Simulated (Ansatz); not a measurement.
## GeH6CI3N (CH3NH3GeI3): the gap up the ladder of methods

Wanted: a ladder of band gaps for GeH6CI3N (CH3NH3GeI3), from density functionals to G0W0.

Program: Ansatz 0.2.0. Level of theory: density functionals, hybrids and G0W0, plane waves, PAW. Results are calculated unless marked as measured.

This is a report of a sequence of runs, with most program output left out.

The structure was built from a prototype and need not be the compound's stable phase.

In doubt: masses and optical values from hybrid runs of this build are listed as unsure (step 7), which bears on the screening that GW takes from such a start.

## Step 1: Set-up

The cell holds 12 atoms: 1 C, 1 N, 6 H, 1 Ge and 3 I. Its edges and angles: a = 5.871 Å, b = 5.949 Å, c = 5.866 Å, α = 88.2°, β = 88.7°, γ = 84.4°. It derives from C1Ge1H6I3N1.

The structure was relaxed with PBEsol-D3(BJ). The runs that relaxed it are not among those shown. Spin-orbit coupling is left out unless a step names it.

The logs state that the PAW files were generated under PBE.

## Step 2: PBEsol on the 4×4×4 mesh

Levels along a band path and on the mesh show where this functional puts the band edges.

This step: DFT, PBEsol, plane waves, PAW; PAW set soft_1.

File input.yaml:

```yaml
crystal:
  lattice:
    - [5.8630711863, 0.2896105377, 0.0618450382]
    - [0.2896105377, 5.9414246786, 0.091408338]
    - [0.0618450382, 0.091408338, 5.8648889541]
  atoms:
    - { symbol: C, position: [0.9282061927, 0.9134021167, 0.9846224898] }
    - { symbol: "N", position: [0.0764546859, 0.097646897, 0.0085587277] }
    - { symbol: H, position: [1.0369851614, 0.7531233599, 0.9706938083] }
    - { symbol: H, position: [0.1852165616, 1.1105705405, 0.8665654291] }
    - { symbol: H, position: [0.8263853188, -0.0529096915, 0.8300969694] }
    - { symbol: H, position: [-0.0210627329, 0.2520612321, 0.0249310054] }
    - { symbol: H, position: [0.8144927943, -0.0929478115, 0.1354900582] }
    - { symbol: H, position: [0.1790586382, 1.0723934485, 0.1523746068] }
    - { symbol: Ge, position: [0.518690855, 0.5164188802, 0.5307891582] }
    - { symbol: I, position: [0.5149504902, 0.4698515314, 0.0010197888] }
    - { symbol: I, position: [0.4459210691, -0.0168305148, 0.5019309052] }
    - { symbol: I, position: [-0.0151168563, 0.4764345857, 0.4926325186] }
kpoints:
  mp_grid: { grid: [4, 4, 4] }
  band_path:
    path:
      - [[0.0, 0.0, 0.0], [0.5, 0.0, 0.0], [0.5, 0.5, 0.0], [0.0, 0.0, 0.0], [0.5, 0.5, 0.5], [0.5, 0.0, 0.0]]
      - [[0.5, 0.5, 0.0], [0.5, 0.5, 0.5]]
    npoints: 10
hamiltonian:
  xc: pbesol
  pseudopotentials: { kind: paw, azcp: { folder: soft_1 }, xc_functional: pbe }
scf:
  occupations: { method: fermi_dirac, width: 0.02 }
  n_extra_bands: 8
output:
  eigenvalues: true
  forces: true
  stress: true
  write_density: true
  write_potential: true
  elf: true
  volumetric_format: npy
```

The run is started by

```sh
> ansatz run input.yaml --threads 2 --pin off --max-ram 92160MiB --backend cuda --events-out ev --progress --plain --runs-dir out --devices 1 --max-vram 13GiB
```

Elapsed: 12 s, on 1 × NVIDIA H100 80GB HBM3 (shared by 6 runs) with 2 threads of AMD EPYC 7R13 (Zen 3), shared host; peak memory 1.1 GiB; 13 s of CPU time.

Numbers from this step:

| Item | Value |
| --- | --- |
| pressure | 1.093 GPa |
| filled bands | 40 |
| gap | 0.8422 eV |
| valence top at | R |
| conduction bottom at | k = (0.500, 0.500, 0.450) |
| least direct gap | 0.8685 eV |

Over mesh and path the gap is 0.842 eV, from k = (0.500, 0.500, 0.500) to k = (0.500, 0.500, 0.450). The least direct gap found is 0.869 eV, at k = (0.500, 0.500, 0.500). On the 4×4×4 mesh alone the same run gives 0.869 eV, so that mesh misses an edge of PBEsol: 0.869 − 0.842 = +0.027 eV.

## Step 3: PBEsol+SOC on the 4×4×4 mesh

This run has two-component orbitals with spin-orbit coupling.

This step: DFT, PBEsol with spin-orbit coupling, plane waves, PAW; PAW set soft_1.

input.yaml, as its differences from that of step 2:

```diff
@@ -22,11 +22,17 @@
     path:
-      - [[0.0, 0.0, 0.0], [0.5, 0.0, 0.0], [0.5, 0.5, 0.0], [0.0, 0.0, 0.0], [0.5, 0.5, 0.5], [0.5, 0.0, 0.0]]
-      - [[0.5, 0.5, 0.0], [0.5, 0.5, 0.5]]
-    npoints: 10
+      - [0.0, 0.0, 0.0]
+      - [0.5, 0.0, 0.0]
+      - [0.5, 0.5, 0.0]
+      - [0.5, 0.5, 0.5]
+      - [0.5, 0.5, 0.45]
+    npoints: 1
 hamiltonian:
   xc: pbesol
-  pseudopotentials: { kind: paw, azcp: { folder: soft_1 }, xc_functional: pbe }
+  pseudopotentials: { kind: paw_fr, azcp: { folder: soft_1 }, xc_functional: pbe }
 scf:
   occupations: { method: fermi_dirac, width: 0.02 }
-  n_extra_bands: 8
+  n_extra_bands: 16
+magnetization:
+  noncollinear: true
+  spin_orbit: true
 output:
@@ -35,5 +41 @@
   stress: true
-  write_density: true
-  write_potential: true
-  elf: true
-  volumetric_format: npy
```

The job ended after 15 s (1 × NVIDIA H100 80GB HBM3 (shared by 6 runs) with 2 threads; peak memory 1.1 GiB; 18 s of CPU time).

This step gave:

| Property | Result |
| --- | --- |
| pressure | 1.145 GPa |
| gap | 0.7004 eV |
| valence top at | R |
| conduction bottom at | k = (0.500, 0.500, 0.450) |
| least direct gap | 0.7468 eV |

Over mesh and listed points the gap is 0.700 eV, from k = (0.500, 0.500, 0.500) to k = (0.500, 0.500, 0.450). The least direct gap found is 0.747 eV, at k = (0.500, 0.500, 0.450). On the 4×4×4 mesh alone the same run gives 0.753 eV, so that mesh misses an edge of PBEsol+SOC: 0.753 − 0.700 = +0.053 eV. PBEsol+SOC against PBEsol: 0.700 − 0.842 = −0.142 eV, with the same mesh, set of files (read in its fully relativistic form for the spin-orbit run) and cutoff, and both edges at the same k points. The spin-orbit run sees mesh and listed points alone, so its gap is an upper bound: the coupling can move an edge off these points, the more so as this crystal has no centre of inversion, and the change over the zone, its sign included where it is small, is not known.

## Step 4: HSE06 on the 4×4×4 mesh

HSE06 mixes in a quarter of exact exchange at short range.

This step: DFT, HSE06, plane waves, PAW; PAW set soft_1.

input.yaml, as its differences from that of step 3:

```diff
@@ -29,13 +29,12 @@
 hamiltonian:
-  xc: pbesol
-  pseudopotentials: { kind: paw_fr, azcp: { folder: soft_1 }, xc_functional: pbe }
+  xc: hse06
+  pseudopotentials: { kind: paw, azcp: { folder: soft_1 } }
 scf:
-  occupations: { method: fermi_dirac, width: 0.02 }
-  n_extra_bands: 16
-magnetization:
-  noncollinear: true
-  spin_orbit: true
+  occupations: { method: fixed }
+  n_extra_bands: 8
 output:
   eigenvalues: true
-  forces: true
-  stress: true
+  write_density: true
+  write_potential: true
+  elf: true
+  volumetric_format: npy
```

It took 66 s on 1 × NVIDIA H100 80GB HBM3 (shared by 6 runs) with 2 threads; peak memory 1.9 GiB.

Numbers from this step:

```
gap                     : 1.212 eV
valence top at          : R
conduction bottom at    : R
least direct gap        : 1.212 eV
exact-exchange fraction : 0.25
```

Over mesh and listed points the gap is 1.212 eV, direct, at k = (0.500, 0.500, 0.500). HSE06 against PBEsol: 1.212 − 0.842 = +0.370 eV. Mesh, set of files and cutoff are the same, but the conduction bottom lies at another k point, so this need not be the shift of one pair of states.

## Step 5: HSE06+SOC on the 2×2×2 mesh

This step: DFT, HSE06 with spin-orbit coupling, plane waves, PAW; PAW set soft_1.

input.yaml, as its differences from that of step 4:

```diff
@@ -19,3 +19,3 @@
 kpoints:
-  mp_grid: { grid: [4, 4, 4] }
+  mp_grid: { grid: [2, 2, 2] }
   band_path:
@@ -30,6 +30,9 @@
   xc: hse06
-  pseudopotentials: { kind: paw, azcp: { folder: soft_1 } }
+  pseudopotentials: { kind: paw_fr, azcp: { folder: soft_1 } }
 scf:
-  occupations: { method: fixed }
-  n_extra_bands: 8
+  occupations: { method: fermi_dirac, width: 0.02 }
+  n_extra_bands: 16
+magnetization:
+  noncollinear: true
+  spin_orbit: true
 output:
```

Run time: 52 s. Hardware: 1 × NVIDIA H100 80GB HBM3 (shared by 6 runs) with 2 threads; peak memory 1.8 GiB; 64 s of CPU time.

Numbers from this step:

```
gap                     : 1.193 eV
valence top at          : R
conduction bottom at    : k = (0.500, 0.500, 0.450)
least direct gap        : 1.212 eV
exact-exchange fraction : 0.25
```

Over mesh and listed points the gap is 1.193 eV, from k = (0.500, 0.500, 0.500) to k = (0.500, 0.500, 0.450). The least direct gap found is 1.212 eV, at k = (0.500, 0.500, 0.500). On the 2×2×2 mesh alone the same run gives 1.212 eV, so that mesh misses an edge of HSE06+SOC: 1.212 − 1.193 = +0.019 eV. HSE06+SOC against HSE06: 1.193 − 1.212 = −0.019 eV. The runs also differ in mesh (4×4×4 and 2×2×2), and the conduction bottom lies at another k point, so how much of this comes from spin-orbit coupling alone is not known. The spin-orbit run sees mesh and listed points alone, so its gap is an upper bound: the coupling can move an edge off these points, the more so as this crystal has no centre of inversion, and the change over the zone, its sign included where it is small, is not known.

## Step 6: G0W0@PBEsol, 4×4×4 mesh, 685 empty bands, screening to 130 eV, PAW set soft_1 files

G0W0 replaces the xc potential by a self-energy built once from the orbitals of the start. Levels are corrected in the window of bands that the input names, at points of the mesh.

This step: G0W0 on PBEsol, plane waves, PAW; PAW set soft_1.

input.yaml, as its differences from that of step 5:

```diff
@@ -19,25 +19,13 @@
 kpoints:
-  mp_grid: { grid: [2, 2, 2] }
-  band_path:
-    path:
-      - [0.0, 0.0, 0.0]
-      - [0.5, 0.0, 0.0]
-      - [0.5, 0.5, 0.0]
-      - [0.5, 0.5, 0.5]
-      - [0.5, 0.5, 0.45]
-    npoints: 1
+  mp_grid: { grid: [4, 4, 4] }
 hamiltonian:
-  xc: hse06
-  pseudopotentials: { kind: paw_fr, azcp: { folder: soft_1 } }
+  xc: pbesol
+  pseudopotentials: { kind: paw, azcp: { folder: soft_1 }, xc_functional: pbe }
 scf:
-  occupations: { method: fermi_dirac, width: 0.02 }
-  n_extra_bands: 16
-magnetization:
-  noncollinear: true
-  spin_orbit: true
-output:
-  eigenvalues: true
-  write_density: true
-  write_potential: true
-  elf: true
-  volumetric_format: npy
+  occupations: { method: fixed }
+gw:
+  n_empty_bands: 685
+  ecut_chi: 130.0
+  qp_bands: [v4, c4]
+  qp_kpoints: band_edges
+  screening: { model: contour_deformation }
```

Wall time 4.7 min (1 × NVIDIA H100 80GB HBM3 (shared by 6 runs) with 2 threads); peak memory 5.8 GiB; 6.9 min of CPU time.

Numbers from this step:

```
bands summed                                    : 725
RPA ε∞ on this mesh (eigenvalues)               : 9.005, 11.85, 13.90
plane waves in the screening matrix             : 689
G0W0 gap over the corrected points              : 1.277 eV
k of the valence top                            : -0.5, -0.5, -0.5
k of the conduction bottom                      : -0.5, -0.5, -0.5
starting gap on the mesh                        : 0.8685 eV
Z at the valence top                            : 0.7539
Z at the conduction bottom                      : 0.7518
least direct G0W0 gap over the corrected points : 1.277 eV
```

Over 15 of 36 irreducible mesh points the G0W0 gap is 1.277 eV, direct, at k = (-0.500, -0.500, -0.500). The PBEsol gap of this run on the mesh is 0.869 eV. The two states that bound the G0W0 gap lie that far apart at the start, so the correction of the gap is 1.277 − 0.869 = +0.408 eV.

## Step 7: G0W0@HSE06, 4×4×4 mesh, 318 empty bands, screening to 78 eV, PAW set soft_1 files

This step: G0W0 on HSE06, plane waves, PAW; PAW set soft_1.

input.yaml, as its differences from that of step 6:

```diff
@@ -21,4 +21,4 @@
 hamiltonian:
-  xc: pbesol
-  pseudopotentials: { kind: paw, azcp: { folder: soft_1 }, xc_functional: pbe }
+  xc: hse06
+  pseudopotentials: { kind: paw, azcp: { folder: soft_1 } }
 scf:
@@ -26,4 +26,4 @@
 gw:
-  n_empty_bands: 685
-  ecut_chi: 130.0
+  n_empty_bands: 318
+  ecut_chi: 78
   qp_bands: [v4, c4]
```

Elapsed: 3.3 min, on 1 × NVIDIA H100 80GB HBM3 (shared by 6 runs) with 2 threads; peak memory 3.5 GiB.

Numbers from this step:

- bands summed: 358
- RPA ε∞ on this mesh (eigenvalues): 6.439, 7.928, 8.832
- plane waves in the screening matrix: 315
- G0W0 gap over the corrected points: 1.452 eV
- k of the valence top: -0.5, -0.5, -0.5
- k of the conduction bottom: -0.5, -0.5, -0.5
- starting gap on the mesh: 1.212 eV
- Z at the valence top: 0.7842
- Z at the conduction bottom: 0.7824
- least direct G0W0 gap over the corrected points: 1.452 eV

Over 14 of 36 irreducible mesh points the G0W0 gap is 1.452 eV, direct, at k = (-0.500, -0.500, -0.500). The HSE06 gap of this run on the mesh is 1.212 eV. The two states that bound the G0W0 gap lie that far apart at the start, so the correction of the gap is 1.452 − 1.212 = +0.240 eV. G0W0@HSE06 against G0W0@PBEsol with 725 bands: 1.452 − 1.277 = +0.175 eV. The runs also differ in empty bands (685 and 318) and screening cutoff (eV) (130.0 and 78), so how much of this comes from the start alone is not known.

## Step 8: Gap and time by level

Each gap is the least one over the points named; times are wall times on shared hosts, not benchmarks. A G0W0 time includes the run's own self-consistent start. Runs with listed points see these and the mesh alone, so an edge that moves elsewhere is missed. Rows marked * are further runs, not shown as steps, whose inputs differ from the G0W0 step on the same start in the columns given; solver thresholds can differ too. Symmetry makes (0.500, 0.500, 0.500) and (-0.500, -0.500, -0.500) one point.

| level | mesh | files, cutoff | bands summed, screening | points | gap (eV) | valence top | conduction bottom | least direct gap (eV) | time |
| --- | --- | --- | --- | --- | --- | --- | --- | --- | --- |
| PBEsol | 4×4×4 | soft_1 PAW, 420 eV | - | mesh and path | 0.842 | (0.500, 0.500, 0.500) | (0.500, 0.500, 0.450) | 0.869 | 12 s |
| PBEsol+SOC | 4×4×4 | soft_1 PAW, 420 eV | - | mesh and listed points | 0.700 | (0.500, 0.500, 0.500) | (0.500, 0.500, 0.450) | 0.747 | 15 s |
| HSE06 | 4×4×4 | soft_1 PAW, 420 eV | - | mesh and listed points | 1.212 | (0.500, 0.500, 0.500) | (0.500, 0.500, 0.500) | 1.212 | 66 s |
| HSE06+SOC | 2×2×2 | soft_1 PAW, 420 eV | - | mesh and listed points | 1.193 | (0.500, 0.500, 0.500) | (0.500, 0.500, 0.450) | 1.212 | 52 s |
| G0W0@PBEsol* | 4×4×4 | soft_1 PAW, 420 eV | 213, 52 eV | 15 of 36 irreducible mesh points | 1.110 | (-0.500, -0.500, -0.500) | (-0.500, -0.500, -0.500) | 1.110 | 55 s |
| G0W0@PBEsol | 4×4×4 | soft_1 PAW, 420 eV | 725, 130 eV | 15 of 36 irreducible mesh points | 1.277 | (-0.500, -0.500, -0.500) | (-0.500, -0.500, -0.500) | 1.277 | 4.7 min |
| G0W0@HSE06 | 4×4×4 | soft_1 PAW, 420 eV | 358, 78 eV | 14 of 36 irreducible mesh points | 1.452 | (-0.500, -0.500, -0.500) | (-0.500, -0.500, -0.500) | 1.452 | 3.3 min |

## Step 9: Outcome

```json
{"PBEsol, over mesh and path": "0.842 eV", "PBEsol+SOC, over mesh and listed points": "0.700 eV", "HSE06, over mesh and listed points": "1.212 eV", "HSE06+SOC, over mesh and listed points": "1.193 eV", "G0W0@PBEsol (725 bands, 4×4×4), over 15 of 36 irreducible mesh points": "1.277 eV", "G0W0@HSE06, over 14 of 36 irreducible mesh points": "1.452 eV", "known limits": "finite bands, screening cutoff and k mesh; no spin-orbit coupling in G0W0"}
```

**Reading.** The rows run from 0.700 eV (PBEsol+SOC) to 1.452 eV (G0W0@HSE06). They differ in mesh, bands and screening cutoff of G0W0 and the points over which the gap was sought as well as in level, so only pairs that share these are like for like. PBEsol+SOC against PBEsol: 0.700 − 0.842 = −0.142 eV, with the same mesh, set of files (read in its fully relativistic form for the spin-orbit run) and cutoff, and both edges at the same k points. The spin-orbit run sees mesh and listed points alone, so its gap is an upper bound: the coupling can move an edge off these points, the more so as this crystal has no centre of inversion, and the change over the zone, its sign included where it is small, is not known. G0W0@PBEsol (725 bands, 4×4×4) moves the gap of its own start on the mesh by 1.277 − 0.869 = +0.408 eV, between the same two levels. Over mesh and path, PBEsol puts the conduction bottom at k = (0.500, 0.500, 0.450), where no G0W0 correction was computed. The G0W0 gap over the whole zone is therefore not known from this run; at its settings it can only be equal to or under the 1.277 eV found, and no correction is carried over from another point. For the start itself the gap is 0.842 eV over mesh and path and 0.869 eV on the mesh of the G0W0 run. G0W0@HSE06 moves the gap of its own start on the mesh by 1.452 − 1.212 = +0.240 eV, between the same two levels. Both edges that HSE06 shows over mesh and listed points lie at k points where levels were corrected. Levels at other points were not corrected, so a lower G0W0 gap elsewhere in the zone is not ruled out. What spin-orbit coupling does to the G0W0 levels was not computed, so no sum with the G0W0 gap is formed. For G0W0@PBEsol: from 213 bands and 52 eV to 725 bands and 130 eV the gap moves by 1.277 − 1.110 = +0.167 eV; bands and screening cutoff rise together, so their parts are not told apart. Two runs can't test a law of convergence, so the limit is not known. The other G0W0 rows are shown at one basis each (358 bands), so their distance from the limit is not known here. The G0W0 runs are scalar-relativistic. No pair of G0W0 runs that differ in the mesh alone is shown (4×4×4 is a supercell whose nearest images lie 23 Å apart), so the error from the mesh is not known here. G0W0 is shown with one set of atomic data (soft_1 PAW), so the error from the files is not known here.

[Paths, hosts, dates, memory and timing lines, banners, echoed tables and standing remarks are left out of the program output.]

[Logs are printed without paths, hosts, clocks, repeated set-up lines and the standing remarks that a program may print on its own settings, such as how far it seeks lower states.]

[Runs of the session that timed out or met a known fault of the program may be left out.]

[Cells called generated may have been cut or substituted from an entry of the Crystallography Open Database or the Materials Project.]

[Hosts, paths, dates, database ids (printed as entryN), source tags and the programs' standing remarks are cut or masked in the printed files.]

[Where an RPA ε∞ is given, it is that of the G0W0 mesh and is not shown converged in it. Names of k-points follow the symmetry that the program found, which can be lower than the space group named. Band edges on a path are those of the sampled points; other points can move an edge, and change direct to indirect where valleys lie close.]

[Hybrid gaps are those of their k-mesh and are not shown converged in it.]
